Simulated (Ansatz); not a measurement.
Two G0W0 runs on SrTiO3 (I4/mcm).

It takes space group I4/mcm (No. 140, tetragonal). Conventional cell: a = 5.511 Å, b = 5.511 Å, c = 7.796 Å, α = 90.00°, β = 90.00°, γ = 90.00°. Sr has 12 O at 2.73 to 2.78 Å nearest. Nearest to Ti lie 6 O at 1.95 Å. O has 2 Ti at 1.95 Å and 4 Sr at 2.76 Å nearest. Nearest to O lie 2 Ti at 1.95 Å and 4 Sr at 2.73 to 2.78 Å. Farther neighbours and most contacts between anions are not listed.

```xyz
10
Lattice="-2.7555 2.7555 3.8980 2.7555 -2.7555 3.8980 2.7555 2.7555 -3.8980" Properties=species:S:1:pos:R:3 pbc="T T T"
Sr    0.0000    2.7555    1.9490
Sr    2.7555    0.0000    1.9490
Ti    0.0000    0.0000    0.0000
Ti    0.0000    0.0000    3.8980
O     0.0000    0.0000    1.9490
O     0.0000    0.0000    5.8470
O     1.3507    4.1062    0.0000
O     1.4048    1.3507    0.0000
O     1.4048   -1.3507    3.8980
O     1.3507    1.4048    3.8980
```

The cell and positions come from the Crystallography Open Database and are kept as given unless a step says otherwise.

The first (Ansatz 0.2.0; start PBE, 4×4×4 mesh, 704 empty bands, screening to 190 eV, hard PAW files; 1 × NVIDIA H100 80GB HBM3 (shared by 3 runs) with 4 threads of AMD EPYC 7R13 (Zen 3), shared host) gave, on its mesh: starting gap 1.89 eV, G0W0 gap 3.49 eV, RPA ε∞ (mean) 6.13, 69 s.

The second gave: starting gap 1.89 eV, G0W0 gap 3.53 eV, RPA ε∞ (mean) 6.13, 2 min.

**Question.** What was changed in the input? Choose among start, files, mesh, bands and cutoff, frequency model or another key.

Changed: empty bands from 704 to 1192 and screening cutoff (eV) from 190.0 to 270.0. The starting gap stayed, which rules out the functional and points to the GW step. Other changes could give like numbers; this is the one that was made.

Limits: not at the basis limit; no spin-orbit coupling.

[Paths, hosts, dates, memory and timing lines, banners, echoed tables and standing remarks are left out of the program output.]

[Logs are printed without paths, hosts, clocks, repeated set-up lines and the standing remarks that a program may print on its own settings, such as how far it seeks lower states.]

[Runs of the session that timed out or met a known fault of the program may be left out.]

[Cells called generated may have been cut or substituted from an entry of the Crystallography Open Database or the Materials Project.]

[Hosts, paths, dates, database ids (printed as entryN), source tags and the programs' standing remarks are cut or masked in the printed files.]
